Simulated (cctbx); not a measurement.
**Diagnosing a refinement**

Cell a = 4.5850 Å, b = 4.5850 Å, c = 13.6960 Å, α = 90.00°, β = 90.00°, γ = 90.00°; space group P4mm (no. 99).

The data are simulated with cctbx, not measured: synchrotron X-rays, λ = 0.6889 Å, to d = 0.75 Å, 70 % of the full sphere, strongest reflection 20000 counts, noise from counting, a 2 % proportional error and a noise floor of 15 counts (s.d.); no absorption, and some extinction, which the refinements don't model.

An anisotropic refinement with weights 1/σ² prints:

```text
Rint 0.030, 507 unique reflections to 0.75 A
cycle     R1     wR2    GooF  max shift (A)
   1  0.1489  0.3184  10.659   0.06830
  12  0.0780  0.1425   4.769   0.00077
final R1 0.0777 wR2 0.1425 GooF 4.769  parameters 33  data/parameter 15.4
atom        x        y        z      Ueq    occ   su(xyz)  su(Uiso or U11)
Nd1    0.50000  0.50000  0.50104   0.0106  1.000  0.00060  0.0010
Ba1    0.50000  0.50000  0.17190   0.0107  1.000  0.00059  0.0014
Ba2    0.50000  0.50000  0.83765   0.0138  1.000  0.00073  0.0013
S1     0.00000  0.00000  1.00166   0.0025  1.000  0.00338  0.0034
Cu1    0.00000  0.00000  0.35760   0.0160  1.000  0.00129  0.0031
Cu2    0.00000  0.00000  0.65452   0.0091  1.000  0.00126  0.0032
S2     0.00000  0.00000  0.82683   0.0294  1.000  0.00167  0.0053
S3     0.50000  0.00000  0.01581   0.0181  1.000  0.00183  0.0045
Cu3    0.00000  0.50000  0.34703   0.3057  1.000  0.00557  0.0222
S4     0.00000  0.50000  0.63449   0.0090  1.000  0.00124  0.0049
difference map: max 9.23 min -5.25 rms 0.72
Q1    0.0000  0.0000  0.0010    1    9.23  0.01 A from S1
Q2    0.5000  0.5000  0.0916    1    6.27  1.10 A from Ba1
Q3    0.0000  0.0000  0.6358    1    4.64  0.26 A from Cu2
Q4    0.0000  0.0000  0.2064    1    4.18  2.07 A from Cu1
Q5    0.5000  0.5000  0.9235    1    3.99  1.18 A from Ba2
Q6    0.5000  0.5000  0.1900    1    3.77  0.25 A from Ba1
```

**Question.** Can this result stand? If not, what is the likely fault?

Mend it. The fault: elements exchanged: Cu3 is S and S1 is Cu. Against the right model at the same level, R1 goes from 0.0177 to 0.0777 and GooF from 0.94 to 4.77, Cu3 takes U = 0.31 Å², U of S1 shrinks from 0.0166 to 0.0025 Å², U of Cu2 shrinks from 0.0212 to 0.0091 Å² and the top difference peak, 9.2 e/Å³, lies on S1. S1 has 13 electrons too few and its U shrinks to make up, as expected.

The compound is Ba2NdCu3S7. The right model at the same level gives:

```text
Rint 0.030, 507 unique reflections to 0.75 A
cycle     R1     wR2    GooF  max shift (A)
   1  0.0192  0.0319   1.068   0.00821
   2  0.0177  0.0281   0.940   0.00015
final R1 0.0177 wR2 0.0281 GooF 0.940  parameters 33  data/parameter 15.4
atom        x        y        z      Ueq    occ   su(xyz)  su(Uiso or U11)
Nd1    0.50000  0.50000  0.50025   0.0097  1.000  0.00007  0.0002
Ba1    0.50000  0.50000  0.17380   0.0141  1.000  0.00008  0.0003
Ba2    0.50000  0.50000  0.83596   0.0116  1.000  0.00008  0.0003
Cu1    0.00000  0.00000  0.99148   0.0166  1.000  0.00020  0.0005
Cu2    0.00000  0.00000  0.35522   0.0191  1.000  0.00022  0.0008
Cu3    0.00000  0.00000  0.65408   0.0212  1.000  0.00018  0.0009
S1     0.00000  0.00000  0.82700   0.0252  1.000  0.00029  0.0009
S2     0.50000  0.00000  0.02012   0.0240  1.000  0.00017  0.0014
S3     0.00000  0.50000  0.35622   0.0251  1.000  0.00018  0.0016
S4     0.00000  0.50000  0.62820   0.0158  1.000  0.00026  0.0012
Flack x: -0.04(5)
Hooft y: 0.006(40)  Bijvoet pairs: 239
difference map: max 1.45 min -0.82 rms 0.16
Q1    0.0000  0.0000  0.0895    1    1.47  1.34 A from Cu1
Q2    0.5000  0.5000  0.2772    1    1.03  1.42 A from Ba1
Q3    0.5000  0.5000  0.3813    1    0.82  1.63 A from Nd1
Q4    0.0000  0.0000  0.9208    1    0.67  0.97 A from Cu1
Q5    0.3782  0.3782  0.6247    4    0.67  1.82 A from S4
Q6    0.5000  0.5000  0.1089    1    0.67  0.89 A from Ba1
```

This is a model crystal, built by substitution and not relaxed, with assumed displacement parameters.

[Middle refinement cycles are left out of these outputs.]

[Logs are printed without paths, hosts, clocks, repeated set-up lines and the standing remarks that a program may print on its own settings, such as how far it seeks lower states.]
